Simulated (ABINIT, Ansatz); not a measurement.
# K2LiScF6 (Fm-3m): one start, several treatments of the self-energy

How much does the gap of K2LiScF6 (Fm-3m) depend on the approximation to the self-energy?

Program: ABINIT 10.8.3. Level of theory: LDA and many-body steps on it, plane waves. Results are calculated unless marked as measured.

## Step 1: Starting point

Symmetry: Fm-3m, No. 225, cubic system. The conventional cell has a = 8.290 Å, b = 8.290 Å, c = 8.290 Å, α = 90.00°, β = 90.00°, γ = 90.00°. Nearest to K lie 12 F at 2.93 Å. Nearest to Li lie 6 F at 2.11 Å. Sc has 6 F at 2.04 Å nearest. Nearest to F lie 1 Sc at 2.04 Å and 1 Li at 2.11 Å and 4 K at 2.93 Å. Farther neighbours and most contacts between anions are not listed.

The cell and positions are those that the Materials Project relaxed with its own functionals (PBE, PBE+U or r2SCAN), kept fixed.

## Step 2: Empty states on the mesh, 2×2×2 mesh, 294 bands

This step: ABINIT 10.8.3; DFT, LDA, plane waves, norm-conserving pseudopotentials.

The sums over transitions need many empty states on a uniform mesh; this step solves for them.

run.abi reads:

```
acell 3*1.0 Angstrom
rprim 
  -0.000000000000 4.144804000000 4.144804000000
  4.144804000000 -0.000000000000 4.144804000000
  4.144804000000 4.144804000000 -0.000000000000
ntypat 4
znucl 19 3 21 9
natom 10
typat 1 1 2 3 4 4 4 4 4 4
xred 
  0.250000000000 0.250000000000 0.250000000000
  0.750000000000 0.750000000000 0.750000000000
  0.500000000000 0.500000000000 0.500000000000
  -0.000000000000 -0.000000000000 -0.000000000000
  0.245587000000 0.245587000000 0.754413000000
  0.245587000000 0.754413000000 0.754413000000
  0.754413000000 0.754413000000 0.245587000000
  0.245587000000 0.754413000000 0.245587000000
  0.754413000000 0.245587000000 0.754413000000
  0.754413000000 0.245587000000 0.245587000000
pp_dirpath "pseudos"
pseudos "K.upf, Li.upf, Sc.upf, F.upf"
ecut 36
ngkpt 2 2 2
nshiftk 1
shiftk 0 0 0
kptopt 1
chksymbreak 0
iscf -2
irdden 1
istwfk *1
nband 294
nbdbuf 26
tolwfr 1e-09
nstep 60
prtvol 0
indata_prefix "in"
outdata_prefix "out"
tmpdata_prefix "tmp"
```

The run is started by

```sh
$ OMP_NUM_THREADS=1 mpirun -n 4 abinit run.abi > log
```

Numbers of over 12 decimals in the logs are rounded to 6 here.

The log of the run:

```text
.Version 10.8.3 of ABINIT. v10.8.2 released Aug 2026.

 Symmetries : space group Fm -3 m (#225); Bravais cF (face-center cubic)
[... echo of the input left out ...]
== DATASET  1 ==================================================================
-   mpi_nproc: 4, omp_nthreads: 1 (-1 if OMP is not activated)
-    --> not optimal distribution: autoparal keyword recommended in input file <--

--- !DatasetInfo
iteration_state: {dtset: 1, }
dimensions: {natom: 10, nkpt: 3, mband: 294, nsppol: 1, nspinor: 1, nspden: 1, mpw: 9922, }
cutoff_energies: {ecut:  36.0, pawecutdg:  -1.0, }
[...]
2.80472    2.80472    2.81613    2.81613    2.81613    2.87912    2.87912    2.87912
   2.92103    2.92103    2.92103    2.94028    2.94236    2.97976    2.97985    2.98588
   2.98611    2.98860    2.98889    2.98990    3.03685    3.03935
 prteigrs : prtvol=0 or 1, do not print more k-points.

== END DATASET(S) ==============================================================
================================================================================

 -outvars: echo values of variables after computation  --------
            nband         294
             nkpt           3
          spgroup         225
 [... the other variables as echoed above ...]

 Calculation completed.
```

The job ended after 4.5 min (4 MPI ranks of Arm Neoverse N1, shared host; peak memory 0.5 GiB).

Numbers from this step:

| Property | Result |
| --- | --- |
| gap | 6.751 eV |
| k of the valence top | 0, 0, 0 |
| k of the conduction bottom | 0, 0, 0 |
| least direct gap | 6.751 eV |
| k points computed | 3 |
| lowest point of the top converged band, above the valence top | 75.6583 eV |

On this mesh the gap is 6.751 eV.

The density comes from a self-consistent run that is not shown.

## Step 3: Screening, 2×2×2 mesh, 131 bands, screening to 114.3 eV

The RPA dielectric matrix is built and inverted for each q.

This step: RPA screening on LDA, plane waves, norm-conserving pseudopotentials.

Edit run.abi of step 2 so:

```diff
@@ -28,10 +28,11 @@
 chksymbreak 0
-iscf -2
-irdden 1
 istwfk *1
-nband 294
-nbdbuf 26
-tolwfr 1e-09
-nstep 60
-prtvol 0
+occopt 1
+irdwfk 1
+optdriver 3
+nband 131
+ecuteps 4.2
+inclvkb 2
+awtr 1
+symchi 1
 indata_prefix "in"
```

The log of the run:

```text
.Version 10.8.3 of ABINIT. v10.8.2 released Aug 2026.

 Symmetries : space group Fm -3 m (#225); Bravais cF (face-center cubic)
[... echo of the input left out ...]
== DATASET  1 ==================================================================
-   mpi_nproc: 4, omp_nthreads: 1 (-1 if OMP is not activated)

--- !DatasetInfo
iteration_state: {dtset: 1, }
dimensions: {natom: 10, nkpt: 3, mband: 131, nsppol: 1, nspinor: 1, nspden: 1, mpw: 9922, }
cutoff_energies: {ecut:  36.0, pawecutdg:  -1.0, }
electrons: {nelect:   7.40000000E+01, charge:   0.00000000E+00, occopt:   1.00000000E+00, tsmear:   1.00000000E-02, }

 SCREENING: Calculation of the susceptibility and dielectric matrices

 Based on a program developped by R.W. Godby, V. Olevano, G. Onida, and L. Reining.
 Incorporated in ABINIT by V. Olevano, G.-M. Rignanese, and M. Torrent.
.Using double precision arithmetic ; gwpc =  8

[... cell and pseudopotentials left out ...]
--------------------------------------------------------------------------------

 ==== K-mesh for the wavefunctions ====
 Number of points in the irreducible wedge :     3
[... list of points left out ...]
 Together with 48 symmetry operations and time-reversal symmetry
 yields     8 points in the full Brillouin Zone.

 ==== Q-mesh for the screening function ====
 Number of points in the irreducible wedge :     3
[... list of points left out ...]
 Together with 48 symmetry operations and time-reversal symmetry
 yields     8 points in the full Brillouin Zone.

 setmesh: FFT mesh size selected  =    40x   40x   40
          total number of points  =        64000

 vcoul_init : cutoff-mode = AUXILIARY_FUNCTION
 q-points for optical limit:   1
     1)      0.000010    0.000020    0.000030

- screening: taking advantage of time-reversal symmetry
- Maximum band index for partially occupied states nbvw = 37
- Remaining bands to be divided among processors   nbcw = 94
- Number of bands treated by each node ~23

 Number of electrons calculated from density =   74.0000; Expected =   74.0000
 average of density, n =  0.077000
 r_s =    1.4582
 omega_plasma =   26.7672 [eV]

 calculating chi0 at frequencies [eV] :
  1    0.000000E+00    0.000000E+00
  2    0.000000E+00    2.676715E+01

--------------------------------------------------------------------------------
  q-point number  1        q = ( 0.000000, 0.000000, 0.000000) [r.l.u.]
--------------------------------------------------------------------------------
[... chi0 elements left out ...]
 For q-point:  0.000010 0.000020 0.000030
  dielectric constant =   2.1492
  dielectric constant without local fields =   2.3655

  Average fulfillment of the sum rule on Im[epsilon] for q-point    1 :     39.00  [%]
[... wings left out ...]
  q-point number  2        q = ( 0.500000, 0.000000, 0.000000) [r.l.u.]
--------------------------------------------------------------------------------
[... chi0 elements left out ...]
  Average fulfillment of the sum rule on Im[epsilon] for q-point    2 :     44.40  [%]

 [... 1 further q-points ...]
```

Wall time 81 s (4 MPI ranks); peak memory 1.7 GiB.

This step gave:

- ε∞ with local fields, on this mesh, along the program's q direction: 2.149
- the same without local fields: 2.365
- plasma frequency: 26.77 eV
- plane waves in the screening matrix: 411

Local fields lower ε∞ by 9 %. On a Γ-centred mesh this coarse the value itself is usually too large, while a short band sum pulls it down.

## Step 4: G0W0, Godby-Needs plasmon pole

The self-energy is evaluated for the states that the input lists, and the levels follow from it, in one-shot runs by the linearised quasiparticle equation.

This step: G0W0 on LDA, plane waves, norm-conserving pseudopotentials.

Edit run.abi of step 3 so:

```diff
@@ -31,8 +31,15 @@
 irdwfk 1
-optdriver 3
+optdriver 4
 nband 131
+gwcalctyp 0
+ecutsigx 36
+symsigma 1
+nkptgw 1
+kptgw 
+  0.0000000000 0.0000000000 0.0000000000
+bdgw 
+  35 40
 ecuteps 4.2
-inclvkb 2
-awtr 1
-symchi 1
+irdscr 1
+ppmodel 1
 indata_prefix "in"
```

The log of the run:

```text
.Version 10.8.3 of ABINIT. v10.8.2 released Aug 2026.

 Symmetries : space group Fm -3 m (#225); Bravais cF (face-center cubic)
[... echo of the input left out ...]
== DATASET  1 ==================================================================
-   mpi_nproc: 4, omp_nthreads: 1 (-1 if OMP is not activated)

--- !DatasetInfo
iteration_state: {dtset: 1, }
dimensions: {natom: 10, nkpt: 3, mband: 131, nsppol: 1, nspinor: 1, nspden: 1, mpw: 9922, }
cutoff_energies: {ecut:  36.0, pawecutdg:  -1.0, }
electrons: {nelect:   7.40000000E+01, charge:   0.00000000E+00, occopt:   1.00000000E+00, tsmear:   1.00000000E-02, }

 SIGMA: Calculation of the GW corrections

 Based on a program developped by R.W. Godby, V. Olevano, G. Onida, and L. Reining.
 Incorporated in ABINIT by V. Olevano, G.-M. Rignanese, and M. Torrent.
.Using double precision arithmetic ; gwpc =  8

[... cell and pseudopotentials left out ...]
--------------------------------------------------------------------------------

 ==== K-mesh for the wavefunctions ====
 Number of points in the irreducible wedge :     3
[... list of points left out ...]
 Together with 48 symmetry operations and time-reversal symmetry
 yields     8 points in the full Brillouin Zone.

 ==== Q-mesh for screening function ====
 Number of points in the irreducible wedge :     3
[... list of points left out ...]
 Together with 48 symmetry operations and time-reversal symmetry
 yields     8 points in the full Brillouin Zone.

 vcoul_init : cutoff-mode = AUXILIARY_FUNCTION
 q-points for optical limit:   1
     1)      0.000010    0.000020    0.000030
 setmesh: FFT mesh size selected  =    60x   60x   60
          total number of points  =       216000

 Number of electrons calculated from density =   74.0000; Expected =   74.0000
 average of density, n =  0.077000
 r_s =    1.4582
 omega_plasma =   26.7672 [eV]

 === KS Band Gaps ===
  >>>> For spin  1
   Minimum direct gap =   6.7512 [eV], located at k-point      :   0.0000  0.0000  0.0000
   Fundamental gap    =   6.7512 [eV], Top of valence bands at :   0.0000  0.0000  0.0000
                                       Bottom of conduction at :   0.0000  0.0000  0.0000
 SIGMA fundamental parameters:
 PLASMON POLE MODEL  1
 number of plane-waves for SigmaX                 9841
 number of plane-waves for SigmaC and W            411
 number of plane-waves for wavefunctions          9841
 number of bands                                   131
 number of independent spin polarizations            1
 number of spinorial components                      1
 number of k-points in IBZ                           3
 number of q-points in IBZ                           3
 number of symmetry operations                      48
 number of k-points in BZ                            8
 number of q-points in BZ                            8
 number of frequencies for dSigma/dE                 9
 frequency step for dSigma/dE [eV]                0.25
 number of omega for Sigma on real axis              0
 max omega for Sigma on real axis  [eV]           0.00
 zcut for avoiding poles [eV]                     0.10

 EPSILON^-1 parameters (SCR file):
 dimension of the eps^-1 matrix on file            411
 dimension of the eps^-1 matrix used               411
 number of plane-waves for wavefunctions          9841
 number of bands                                   131
 number of q-points in IBZ                           3
 number of frequencies                               2
 number of real frequencies                          1
 number of imag frequencies                          1

 matrix elements of self-energy operator (all in [eV])

 Perturbative Calculation

--- !SelfEnergy_ee
iteration_state: {dtset: 1, }
kpoint     : [   0.000,    0.000,    0.000, ]
spin       : 1
KS_gap     :    6.751
QP_gap     :   12.214
Delta_QP_KS:    5.462
data: !SigmaeeData |
     Band     E0 <VxcDFT>   SigX SigC(E0)      Z dSigC/dE  Sig(E)    E-E0       E
       35  -0.430 -22.439 -29.753   5.297   0.803  -0.245 -24.059  -1.620  -2.050
       36  -0.430 -22.439 -29.753   5.297   0.803  -0.245 -24.059  -1.620  -2.050
       37  -0.430 -22.439 -29.753   5.297   0.803  -0.245 -24.059  -1.620  -2.050
       38   6.321 -18.463 -10.219  -3.655   0.837  -0.194 -14.621   3.842  10.163
       39   6.321 -18.463 -10.219  -3.655   0.837  -0.194 -14.621   3.842  10.163
       40   6.321 -18.463 -10.219  -3.655   0.837  -0.194 -14.621   3.842  10.163

== END DATASET(S) ==============================================================
================================================================================

 -outvars: echo values of variables after computation  --------
           etotal      0.0000000000E+00
            nband         131
             nkpt           3
          spgroup         225
 [... the other variables as echoed above ...]

 Calculation completed.
```

Elapsed: 16 s, on 4 MPI ranks; peak memory 1.1 GiB.

Numbers from this step:

```yaml
g0w0_gap_on_the_points_computed: 12.21 eV
starting_gap_on_the_mesh: 6.751 eV
k_of_the_valence_top: 0, 0, 0
k_of_the_conduction_bottom: 0, 0, 0
z_at_the_valence_top: 0.803
z_at_the_conduction_bottom: 0.837
least_direct_g0w0_gap_on_the_computed_points: 12.21 eV
```

The gap on the mesh goes from 6.75 eV to 12.21 eV, a correction of +5.46 eV.

## Step 5: G0W0, von der Linden-Horsch plasmon pole

Edit run.abi of step 4 so:

```diff
@@ -43,3 +43,3 @@
 irdscr 1
-ppmodel 1
+ppmodel 3
 indata_prefix "in"
```

The log of the run:

```text
.Version 10.8.3 of ABINIT. v10.8.2 released Aug 2026.

 Symmetries : space group Fm -3 m (#225); Bravais cF (face-center cubic)
[... echo of the input left out ...]
== DATASET  1 ==================================================================
-   mpi_nproc: 4, omp_nthreads: 1 (-1 if OMP is not activated)

--- !DatasetInfo
iteration_state: {dtset: 1, }
dimensions: {natom: 10, nkpt: 3, mband: 131, nsppol: 1, nspinor: 1, nspden: 1, mpw: 9922, }
cutoff_energies: {ecut:  36.0, pawecutdg:  -1.0, }
electrons: {nelect:   7.40000000E+01, charge:   0.00000000E+00, occopt:   1.00000000E+00, tsmear:   1.00000000E-02, }

 SIGMA: Calculation of the GW corrections

 Based on a program developped by R.W. Godby, V. Olevano, G. Onida, and L. Reining.
 Incorporated in ABINIT by V. Olevano, G.-M. Rignanese, and M. Torrent.
.Using double precision arithmetic ; gwpc =  8

[... cell and pseudopotentials left out ...]
--------------------------------------------------------------------------------

 ==== K-mesh for the wavefunctions ====
 Number of points in the irreducible wedge :     3
[... list of points left out ...]
 Together with 48 symmetry operations and time-reversal symmetry
 yields     8 points in the full Brillouin Zone.

 ==== Q-mesh for screening function ====
 Number of points in the irreducible wedge :     3
[... list of points left out ...]
 Together with 48 symmetry operations and time-reversal symmetry
 yields     8 points in the full Brillouin Zone.

 vcoul_init : cutoff-mode = AUXILIARY_FUNCTION
 q-points for optical limit:   1
     1)      0.000010    0.000020    0.000030
 setmesh: FFT mesh size selected  =    60x   60x   60
          total number of points  =       216000

 Number of electrons calculated from density =   74.0000; Expected =   74.0000
[...]
number of k-points in BZ                            8
 number of q-points in BZ                            8
 number of frequencies for dSigma/dE                 9
 frequency step for dSigma/dE [eV]                0.25
 number of omega for Sigma on real axis              0
 max omega for Sigma on real axis  [eV]           0.00
 zcut for avoiding poles [eV]                     0.10

 EPSILON^-1 parameters (SCR file):
 dimension of the eps^-1 matrix on file            411
 dimension of the eps^-1 matrix used               411
 number of plane-waves for wavefunctions          9841
 number of bands                                   131
 number of q-points in IBZ                           3
 number of frequencies                               2
 number of real frequencies                          1
 number of imag frequencies                          1

 matrix elements of self-energy operator (all in [eV])

 Perturbative Calculation

--- !SelfEnergy_ee
iteration_state: {dtset: 1, }
kpoint     : [   0.000,    0.000,    0.000, ]
spin       : 1
KS_gap     :    6.751
QP_gap     :   12.781
Delta_QP_KS:    6.030
data: !SigmaeeData |
     Band     E0 <VxcDFT>   SigX SigC(E0)      Z dSigC/dE  Sig(E)    E-E0       E
       35  -0.430 -22.439 -29.753   5.254   0.892  -0.121 -24.277  -1.838  -2.268
       36  -0.430 -22.439 -29.753   5.254   0.892  -0.121 -24.277  -1.838  -2.268
       37  -0.430 -22.439 -29.753   5.254   0.892  -0.121 -24.277  -1.838  -2.268
       38   6.321 -18.463 -10.219  -3.646   0.912  -0.097 -14.271   4.192  10.513
       39   6.321 -18.463 -10.219  -3.646   0.912  -0.097 -14.271   4.192  10.513
       40   6.321 -18.463 -10.219  -3.646   0.912  -0.097 -14.271   4.192  10.513

== END DATASET(S) ==============================================================
================================================================================

 -outvars: echo values of variables after computation  --------
           etotal      0.0000000000E+00
            nband         131
             nkpt           3
          spgroup         225
 [... the other variables as echoed above ...]

 Calculation completed.
```

Run time: 12 s. Hardware: 4 MPI ranks; peak memory 1.3 GiB.

This step gave:

| Property | Result |
| --- | --- |
| G0W0 gap on the points computed | 12.78 eV |
| starting gap on the mesh | 6.751 eV |
| k of the valence top | 0, 0, 0 |
| k of the conduction bottom | 0, 0, 0 |
| Z at the valence top | 0.892 |
| Z at the conduction bottom | 0.912 |
| least direct G0W0 gap on the computed points | 12.78 eV |

Against G0W0 in ABINIT (2×2×2 mesh, 131 bands, screening to 114.3 eV, Godby-Needs plasmon pole), the gap moves by +0.568 eV.

## Step 6: G0W0, Engel-Farid plasmon pole

Edit run.abi of step 5 so:

```diff
@@ -43,3 +43,3 @@
 irdscr 1
-ppmodel 3
+ppmodel 4
 indata_prefix "in"
```

The log of the run:

```text
.Version 10.8.3 of ABINIT. v10.8.2 released Aug 2026.

 Symmetries : space group Fm -3 m (#225); Bravais cF (face-center cubic)
[... echo of the input left out ...]
== DATASET  1 ==================================================================
-   mpi_nproc: 4, omp_nthreads: 1 (-1 if OMP is not activated)

--- !DatasetInfo
iteration_state: {dtset: 1, }
dimensions: {natom: 10, nkpt: 3, mband: 131, nsppol: 1, nspinor: 1, nspden: 1, mpw: 9922, }
cutoff_energies: {ecut:  36.0, pawecutdg:  -1.0, }
[...]
38   6.321 -18.463 -10.219  -3.588   0.859  -0.164 -14.463   4.000  10.321
       39   6.321 -18.463 -10.219  -3.588   0.859  -0.164 -14.463   4.000  10.321
       40   6.321 -18.463 -10.219  -3.588   0.859  -0.164 -14.463   4.000  10.321

== END DATASET(S) ==============================================================
================================================================================

 -outvars: echo values of variables after computation  --------
           etotal      0.0000000000E+00
            nband         131
             nkpt           3
          spgroup         225
 [... the other variables as echoed above ...]

 Calculation completed.
```

Run time: 12 s. Hardware: 4 MPI ranks; peak memory 1.4 GiB.

Numbers from this step:

```
G0W0 gap on the points computed              : 12.39 eV
starting gap on the mesh                     : 6.751 eV
k of the valence top                         : 0, 0, 0
k of the conduction bottom                   : 0, 0, 0
least direct G0W0 gap on the computed points : 12.39 eV
```

Against G0W0 in ABINIT (2×2×2 mesh, 131 bands, screening to 114.3 eV, Godby-Needs plasmon pole), the gap moves by +0.179 eV.

(Part 1 of 2 ends here.)

[Paths, hosts, dates, memory and timing lines, banners, echoed tables and standing remarks are left out of the program output.]

[Logs are printed without paths, hosts, clocks, repeated set-up lines and the standing remarks that a program may print on its own settings, such as how far it seeks lower states.]

[Runs of the session that timed out or met a known fault of the program may be left out.]

[Hosts, paths, dates, database ids (printed as entryN), source tags and the programs' standing remarks are cut or masked in the printed files.]

[G0W0 gaps are taken among the corrected bands and points alone; a level outside them can change the order at an edge.]

[Where Ansatz stands beside ABINIT at settings called matched, ABINIT's density can come from a denser mesh and the files from another edition; pairs whose starting gaps differed by over 0.03 eV were left out, so agreement reads better than it is.]
